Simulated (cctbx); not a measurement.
# What resolution and counting buy: VCuS3

Space group Im-3 (no. 204), a = 9.1960 Å, b = 9.1960 Å, c = 9.1960 Å, α = 90.00°, β = 90.00°, γ = 90.00°.

```
atom  mult.       x       y    z  Ueq (Å²)
 Cu1      6       0       0  1/2    0.0049
 Cu2      2       0       0    0    0.0052
  V1      8     1/4     1/4  1/4    0.0061
  S1     24  0.3019  0.1850    0    0.0058
```

The model was made for the exercise: a known structure type with other elements put in, its volume estimated, not relaxed; displacement parameters are assumed.

Five simulated data sets (cctbx; Mo Kα, λ = 0.71073 Å; 2 % proportional error) differ in resolution or exposure (noise floor 2 counts in the first three, 8 in the last two). Each is refined with the right model, isotropic at 1.1 Å and anisotropic otherwise. How do the figures of merit and the uncertainties move?

```
d min (Å)  top counts  ⟨I/σ⟩ (unmerged, absences included)  unique  param. (scale apart)   Rint      R1  GooF  largest s.u. xyz (fractional)  s.u. U of S1 (Å²)  largest error (Å)
      1.1        5000                                  4.9      66                     6  0.033  0.0133  1.09                        0.00014             0.0005             0.0021
     0.84        5000                                  4.4     139                    12  0.039  0.0122  0.94                        0.00007             0.0003             0.0002
      0.6        5000                                  3.5     369                    12  0.048  0.0169  1.01                        0.00005             0.0001             0.0005
     0.75         300                                  0.5     197                    12  0.424  0.0598  0.92                        0.00070             0.0025             0.0109
     0.75        3000                                  2.5     197                    12  0.079  0.0223  0.92                        0.00012             0.0004             0.0020
```

The number of reflections grows roughly as 1/d³: 66, 139 and 369 here. R1 follows the noise rather than the truth: at 300 counts it is 0.0598, at 3000 counts 0.0223, while GooF is 0.92 and 0.92: the weights 1/σ² carry the noise. The s.u. of U (U11 where anisotropic) for S1 goes 0.0005, 0.0003, 0.0001 Å² with resolution and 0.0025, 0.0004 Å² with exposure.

Hardware for the 0.6 Å refinement: 1.2 s on 1 thread of Arm Neoverse V1 (shared host), peak memory 0.09 GiB.

[Logs are printed without paths, hosts, clocks, repeated set-up lines and the standing remarks that a program may print on its own settings, such as how far it seeks lower states.]
